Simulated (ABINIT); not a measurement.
# AlBiS3 (Pm-3m): zone-centre phonons, part 2 of 4

Which modes does AlBiS3 (Pm-3m) have at the zone centre?

ABINIT 10.8.3; DFT PBE, scalar-relativistic, plane waves, PseudoDojo norm-conserving pseudopotentials.

So far. Step 4 (Relaxing the cell and atoms): The volume changes by +0.6 % in this run and stands +3.1 % from the first cell. The relaxed cell has a = 4.665 Å (conventional setting).

The structure was built from a prototype and need not be the compound's stable phase.

## 6. Linear response at Γ

At q = 0 one unit cell holds all displacements. The response is solved for single atoms along the cell's directions, and symmetry skips those that follow from others. The crystal is treated as a metal, which screens a static field, so no field response is asked.

dfpt_gamma.abi

```

# common to the responses
getwfk_filepath "gso_WFK"
kptopt 2
nqpt 1
qpt 0.0 0.0 0.0
asr 0
chneut 0

# displacements
rfphon 1
rfatpol 1 5
rfdir 1 1 1
tolvrs 1.0d-10
prtwf 0

# basis, mesh and filling
ecut 36.0
ecutsm 3.0
ngkpt 6 6 6
nshiftk 1
shiftk 0.0 0.0 0.0
istwfk *1
occopt 7
tsmear 0.01
nband 26
nstep 100
diemac 1000000.0
prtebands 0
prtgsr 0
useylm 1

# cell and atoms
acell 8.814935112 8.814935112 8.814935112
rprim 
    1.0 0.0 0.0
    0.0 1.0 0.0
    0.0 0.0 1.0
ntypat 3
znucl 83 13 16
natom 5
typat 1 2 3 3 3
xred 
    0.0 0.0 0.0
    0.5 0.5 0.5
    0.5 0.5 0.0
    0.5 0.0 0.5
    0.0 0.5 0.5
pp_dirpath "./pseudo"
pseudos "Bi.upf, Al.upf, S.upf"
```

Run with:

```
$ OMP_NUM_THREADS=1 mpirun -n 4 abinit dfpt_gamma.abi > dfpt_gamma.log
```

Numbers of over 12 decimals in the logs are rounded to 6 here.

dfpt_gamma.abo, the main output file:

```text
[banners, grids, parts of the stress and lines that vanish by symmetry left out]
- input  file    -> dfpt_gamma.abi
- output file    -> dfpt_gamma.abo
- root for input  files -> dfpt_gammai
- root for output files -> dfpt_gammao

 Symmetries : space group Pm -3 m (#221); Bravais cP (primitive cubic)
================================================================================
 Values of the parameters that define the memory need of the present run (RF).
     intxc =       0      iscf =       7    lmnmax =      18     lnmax =       6
     mgfft =      48  mpssoang =       3    mqgrid =    3001     natom =       5
  nloc_mem =       1    nspden =       1   nspinor =       1    nsppol =       1
      nsym =      48    n1xccc =    2501    ntypat =       3    occopt =       7
   xclevel =       2
-    mband =          26        mffmem =           1         mkmem =          28
-   mkqmem =          28        mk1mem =          28           mpw =        7120
      nfft =      110592          nkpt =         112
- my_mband =          26
================================================================================
================================================================================

--------------------------------------------------------------------------------
------------- Echo of variables that govern the present computation ------------
--------------------------------------------------------------------------------
-
- outvars: echo of selected default values
-   iomode0 =  0 , fftalg0 =312 , wfoptalg0 =  0
-
- outvars: echo of global parameters not present in the input file
-  max_nthreads =    1
-
 -outvars: echo values of preprocessed input variables
 [... echo left out ...]
================================================================================

 chkinp: Checking input parameters for consistency.

[...]
== DATASET  1 ==================================================================
-   mpi_nproc: 4, omp_nthreads: 1 (-1 if OMP is not activated)

--- !DatasetInfo
iteration_state: {dtset: 1, }
dimensions: {natom: 5, nkpt: 112, mband: 26, nsppol: 1, nspinor: 1, nspden: 1, mpw: 7120, }
cutoff_energies: {ecut:  36.0, pawecutdg:  -1.0, }
electrons: {nelect:   3.60000000E+01, charge:   0.00000000E+00, occopt:   7.00000000E+00, tsmear:   1.00000000E-02, }
meta: {optdriver: 1, rfphon: 1, }
...

 mkfilename: getwfk from: gso_WFK

 Real(R)+Recip(G) space primitive vectors, cartesian coordinates (Bohr,Bohr^-1):
 R(1)=  8.8149351  0.0000000  0.0000000  G(1)=  0.1134438  0.0000000  0.0000000
 R(2)=  0.0000000  8.8149351  0.0000000  G(2)=  0.0000000  0.1134438  0.0000000
 R(3)=  0.0000000  0.0000000  8.8149351  G(3)=  0.0000000  0.0000000  0.1134438
 Unit cell volume ucvol=  6.8494762E+02 bohr^3
 Angles (23,13,12)=  9.00000000E+01  9.00000000E+01  9.00000000E+01 degrees
 setup1 : take into account q-point for computing boxcut.

 getcut: wavevector=  0.0000  0.0000  0.0000  ngfft=  48  48  48
         ecut(hartree)=     36.000   => boxcut(ratio)=   2.01607

--- Pseudopotential description ------------------------------------------------
- pspini: atom type   1  psp file is ./pseudo/Bi.upf

- pspini: atom type   2  psp file is ./pseudo/Al.upf

- pspini: atom type   3  psp file is ./pseudo/S.upf

   2.67324941E+03                                ecore*ucvol(ha*bohr**3)
--------------------------------------------------------------------------------

 ==>  initialize data related to q vector <==

 The list of irreducible perturbations for this q vector is:
    1)    idir= 1    ipert=   1
    2)    idir= 1    ipert=   2
    3)    idir= 1    ipert=   3
    4)    idir= 3    ipert=   3

[...]
The perturbation idir=   2  ipert=   1 is
 symmetric of a previously calculated perturbation.
 So, its SCF calculation is not needed.

 The perturbation idir=   3  ipert=   1 is
 symmetric of a previously calculated perturbation.
 So, its SCF calculation is not needed.

 The perturbation idir=   2  ipert=   2 is
 symmetric of a previously calculated perturbation.
 So, its SCF calculation is not needed.

 The perturbation idir=   3  ipert=   2 is
 symmetric of a previously calculated perturbation.
 So, its SCF calculation is not needed.

[...]
The perturbation idir=   2  ipert=   5 is
 symmetric of a previously calculated perturbation.
 So, its SCF calculation is not needed.

 The perturbation idir=   3  ipert=   5 is
 symmetric of a previously calculated perturbation.
 So, its SCF calculation is not needed.

--------------------------------------------------------------------------------
 Perturbation wavevector (in red.coord.)   0.000000  0.000000  0.000000
 Perturbation : displacement of atom   1   along direction   1
 Found     8 symmetries that leave the perturbation invariant.

[...]
dfpt_looppert : total number of electrons, from k and k+q
  fully or partially occupied states are    3.600000E+01 and    3.600000E+01.
 Initialisation of the first-order wave-functions :
  ireadwf=   0

--- !BeginCycle
iteration_state: {dtset: 1, }
solver: {iscf: 7, nstep: 100, nline: 4, wfoptalg: 0, }
tolerances: {tolvrs: 1.00E-10, }
...

     iter   2DEtotal(Ha)        deltaE(Ha) residm    vres2
-ETOT  1  0.116130     -1.892E+04 2.896E+01 3.803E+02
 ETOT  2  -3.375669     -3.492E+00 2.249E-01 2.290E+02
 ETOT  3  -3.456822     -8.115E-02 1.364E-02 4.775E+00
 ETOT  4  -3.457672     -8.496E-04 2.198E-02 1.820E+00
 ETOT  5  -3.458308     -6.361E-04 7.784E-03 3.761E-03
[...]
At SCF step   12       vres2   =  5.66E-12 < tolvrs=  1.00E-10 =>converged.
[...]
Mean square residual over all n,k,spin=   44.046E-07; max=  42.232E-04

 Thirteen components of 2nd-order total energy (hartree) are
 1,2,3: 0th-order hamiltonian combined with 1st-order wavefunctions
     kin0=   2.23583948E+04 eigvalue=   2.58671066E+03  local=  -1.28120829E+04
 4,5,6: 1st-order hamiltonian combined with 1st and 0th-order wfs
 loc psp =  -5.57388482E+03  Hartree=   1.77852640E+03     xc=  -2.98889686E+02
 note that "loc psp" includes a xc core correction that could be resolved
 7,8,9: eventually, occupation + non-local contributions
    edocc=   2.54497288E+01     enl0=   5.28404016E+03   enl1=  -3.22704135E+04
 1-9 gives the relaxation energy (to be shifted if some occ is /=2.0)
   erelax=  -1.89221492E+04
 10,11,12 Non-relaxation  contributions : frozen-wavefunctions and Ewald
 fr.local=   2.51108440E+03 fr.nonlo=   1.61237286E+04  Ewald=   1.49685607E+02
 13,14 Frozen wf xc core corrections (1) and (2)
 frxc 1  =  -6.49932007E+02  frxc 2 =   7.84124238E+02
 Resulting in :
 2DEtotal=   -0.3458308430E+01 Ha. Also 2DEtotal=   -0.941053664396E+02 eV
    (2DErelax=   -1.8922149163E+04 Ha. 2DEnonrelax=    1.8918690854E+04 Ha)
    (  non-var. 2DEtotal :   -3.4583095494E+00 Ha)

[...]
Perturbation wavevector (in red.coord.)   0.000000  0.000000  0.000000
 Perturbation : displacement of atom   2   along direction   1
 Found     8 symmetries that leave the perturbation invariant.

[...]
dfpt_looppert : total number of electrons, from k and k+q
  fully or partially occupied states are    3.600000E+01 and    3.600000E+01.
 Initialisation of the first-order wave-functions :
  ireadwf=   0

--- !BeginCycle
iteration_state: {dtset: 1, }
solver: {iscf: 7, nstep: 100, nline: 4, wfoptalg: 0, }
tolerances: {tolvrs: 1.00E-10, }
...

     iter   2DEtotal(Ha)        deltaE(Ha) residm    vres2
-ETOT  1   7.255493     -4.860E+01 6.773E-01 6.778E+03
[...]
At SCF step   13       vres2   =  1.56E-12 < tolvrs=  1.00E-10 =>converged.
[...]
Mean square residual over all n,k,spin=   22.249E-09; max=  20.468E-06

 Thirteen components of 2nd-order total energy (hartree) are
 1,2,3: 0th-order hamiltonian combined with 1st-order wavefunctions
     kin0=   4.17552080E+01 eigvalue=  -9.76605707E-01  local=  -2.22571011E+01
 4,5,6: 1st-order hamiltonian combined with 1st and 0th-order wfs
 loc psp =  -3.55895757E+01  Hartree=   1.32937326E+01     xc=  -3.32575567E+00
 note that "loc psp" includes a xc core correction that could be resolved
 7,8,9: eventually, occupation + non-local contributions
    edocc=   3.03388747E+00     enl0=   1.88207416E+01   enl1=  -6.50986388E+01
 1-9 gives the relaxation energy (to be shifted if some occ is /=2.0)
   erelax=  -5.03441072E+01
 10,11,12 Non-relaxation  contributions : frozen-wavefunctions and Ewald
 fr.local=  -3.95373670E+01 fr.nonlo=   5.04689475E+01  Ewald=   4.70440480E+01
 13,14 Frozen wf xc core corrections (1) and (2)
 frxc 1  =  -7.21673875E+00  frxc 2 =   5.09525652E+00
 Resulting in :
 2DEtotal=    0.5510038965E+01 Ha. Also 2DEtotal=    0.149935798517E+03 eV
    (2DErelax=   -5.0344107240E+01 Ha. 2DEnonrelax=    5.5854146206E+01 Ha)
    (  non-var. 2DEtotal :    5.5100389560E+00 Ha)

[...]
Perturbation wavevector (in red.coord.)   0.000000  0.000000  0.000000
 Perturbation : displacement of atom   3   along direction   1
 Found     4 symmetries that leave the perturbation invariant.

[...]
dfpt_looppert : total number of electrons, from k and k+q
  fully or partially occupied states are    3.600000E+01 and    3.600000E+01.
 Initialisation of the first-order wave-functions :
  ireadwf=   0

--- !BeginCycle
iteration_state: {dtset: 1, }
solver: {iscf: 7, nstep: 100, nline: 4, wfoptalg: 0, }
tolerances: {tolvrs: 1.00E-10, }
...

     iter   2DEtotal(Ha)        deltaE(Ha) residm    vres2
-ETOT  1 -0.655393     -5.531E+02 3.789E+00 2.272E+03
[...]
At SCF step   12       vres2   =  2.77E-11 < tolvrs=  1.00E-10 =>converged.
[...]
Mean square residual over all n,k,spin=   15.990E-07; max=  22.547E-04

 Thirteen components of 2nd-order total energy (hartree) are
 1,2,3: 0th-order hamiltonian combined with 1st-order wavefunctions
     kin0=   4.90135970E+02 eigvalue=  -1.48089768E+01  local=  -3.39294374E+02
 4,5,6: 1st-order hamiltonian combined with 1st and 0th-order wfs
 loc psp =  -4.25624505E+02  Hartree=   1.57935675E+02     xc=  -4.77955161E+01
 note that "loc psp" includes a xc core correction that could be resolved
 7,8,9: eventually, occupation + non-local contributions
    edocc=   2.55847785E+01     enl0=   2.82322011E+02   enl1=  -6.82534626E+02
 1-9 gives the relaxation energy (to be shifted if some occ is /=2.0)
   erelax=  -5.54079565E+02
 10,11,12 Non-relaxation  contributions : frozen-wavefunctions and Ewald
 fr.local=   1.44291398E+02 fr.nonlo=   3.42627524E+02  Ewald=   8.13701527E+01
 13,14 Frozen wf xc core corrections (1) and (2)
 frxc 1  =  -6.80653027E+01  frxc 2 =   5.22312591E+01
 Resulting in :
 2DEtotal=   -0.1624534072E+01 Ha. Also 2DEtotal=   -0.442058240921E+02 eV
    (2DErelax=   -5.5407956463E+02 Ha. 2DEnonrelax=    5.5245503056E+02 Ha)
    (  non-var. 2DEtotal :   -1.6245347981E+00 Ha)

[...]
Perturbation wavevector (in red.coord.)   0.000000  0.000000  0.000000
 Perturbation : displacement of atom   3   along direction   3
 Found     8 symmetries that leave the perturbation invariant.

--------------------------------------------------------------------------------

--------------------------------------------------------------------------------

 dfpt_looppert : total number of electrons, from k and k+q
  fully or partially occupied states are    3.600000E+01 and    3.600000E+01.
 Initialisation of the first-order wave-functions :
  ireadwf=   0

--- !BeginCycle
iteration_state: {dtset: 1, }
solver: {iscf: 7, nstep: 100, nline: 4, wfoptalg: 0, }
tolerances: {tolvrs: 1.00E-10, }
...

     iter   2DEtotal(Ha)        deltaE(Ha) residm    vres2
-ETOT  1   14.037498303872     -5.724E+02 5.959E+00 9.825E+03
[...]
ETOT 11   10.847281157654     -6.253E-12 1.283E-02 1.375E-09
 ETOT 12   10.847281157642     -1.228E-11 2.128E-02 7.361E-11

 At SCF step   12       vres2   =  7.36E-11 < tolvrs=  1.00E-10 =>converged.
[...]
Mean square residual over all n,k,spin=   22.169E-06; max=  21.281E-03

 Thirteen components of 2nd-order total energy (hartree) are
 1,2,3: 0th-order hamiltonian combined with 1st-order wavefunctions
     kin0=   4.76610792E+02 eigvalue=  -7.45706157E+00  local=  -3.21366511E+02
 4,5,6: 1st-order hamiltonian combined with 1st and 0th-order wfs
 loc psp =  -4.25415534E+02  Hartree=   1.70473155E+02     xc=  -4.69394495E+01
 note that "loc psp" includes a xc core correction that could be resolved
 7,8,9: eventually, occupation + non-local contributions
    edocc=   4.21328782E+01     enl0=   2.62146390E+02   enl1=  -7.25784851E+02
 1-9 gives the relaxation energy (to be shifted if some occ is /=2.0)
   erelax=  -5.75600192E+02
 10,11,12 Non-relaxation  contributions : frozen-wavefunctions and Ewald
 fr.local=   1.37184581E+02 fr.nonlo=   3.72392770E+02  Ewald=   9.38635927E+01
 13,14 Frozen wf xc core corrections (1) and (2)
 frxc 1  =  -6.75715129E+01  frxc 2 =   5.05780434E+01
 Resulting in :
 2DEtotal=    0.1084728116E+02 Ha. Also 2DEtotal=    0.295169557299E+03 eV
    (2DErelax=   -5.7560019210E+02 Ha. 2DEnonrelax=    5.8644747326E+02 Ha)
    (  non-var. 2DEtotal :    1.0847280863E+01 Ha)

[...]
---- first-order wavefunction calculations are completed ----

 ==> Compute Derivative Database <==

 [... matrices left out ...]
  Phonon wavevector (reduced coordinates) :  0.00000  0.00000  0.00000
 Phonon energies in Hartree :
  -7.056837E-04 -7.056837E-04 -7.056837E-04 -7.013146E-04 -7.013146E-04
  -7.013146E-04 -1.032519E-05 -1.032519E-05 -1.032519E-05  5.007380E-04
   5.007380E-04  5.007380E-04  1.933135E-03  1.933135E-03  1.933135E-03
 Phonon frequencies in cm-1    :
- -1.548797E+02 -1.548797E+02 -1.548797E+02 -1.539208E+02 -1.539208E+02
- -1.539208E+02 -2.266117E+00 -2.266117E+00 -2.266117E+00  1.098993E+02
-  1.098993E+02  1.098993E+02  4.242741E+02  4.242741E+02  4.242741E+02

== END DATASET(S) ==============================================================
================================================================================

 -outvars: echo values of variables after computation
            acell      8.8149351120E+00  8.8149351120E+00  8.8149351120E+00 Bohr
           etotal      1.0847281158E+01
            fcart      0.0000000000E+00  0.0000000000E+00  0.0000000000E+00
           strten      0.0000000000E+00  0.0000000000E+00  0.0000000000E+00
================================================================================
```

Elapsed: 9.2 min, on 4 MPI ranks of Arm Neoverse N1, shared host; 37 min of CPU time.

Numbers from this step:

```yaml
largest_acoustic_frequency_at_the_zone_centre_before_the_sum_rule: -2.27 cm⁻¹
highest_optical_zone_centre_mode_no_lo_to_term: 424.3 cm⁻¹
lowest_optical_zone_centre_mode: -154.9 cm⁻¹
```

The acoustic modes at Γ come out as far as 2.3 cm⁻¹ from zero, where they should vanish, a small numerical error. The lowest optical mode is imaginary, 155i cm⁻¹, an instability at this level and on this k mesh.

(Part 2 of 4 ends here.)

[Host names and launcher messages were left out of these logs when they were recorded.]

[Logs are printed without paths, hosts, clocks, repeated set-up lines and the standing remarks that a program may print on its own settings, such as how far it seeks lower states.]

[Hosts, paths, dates, database ids (printed as entryN), source tags and the programs' standing remarks are cut or masked in the printed files.]
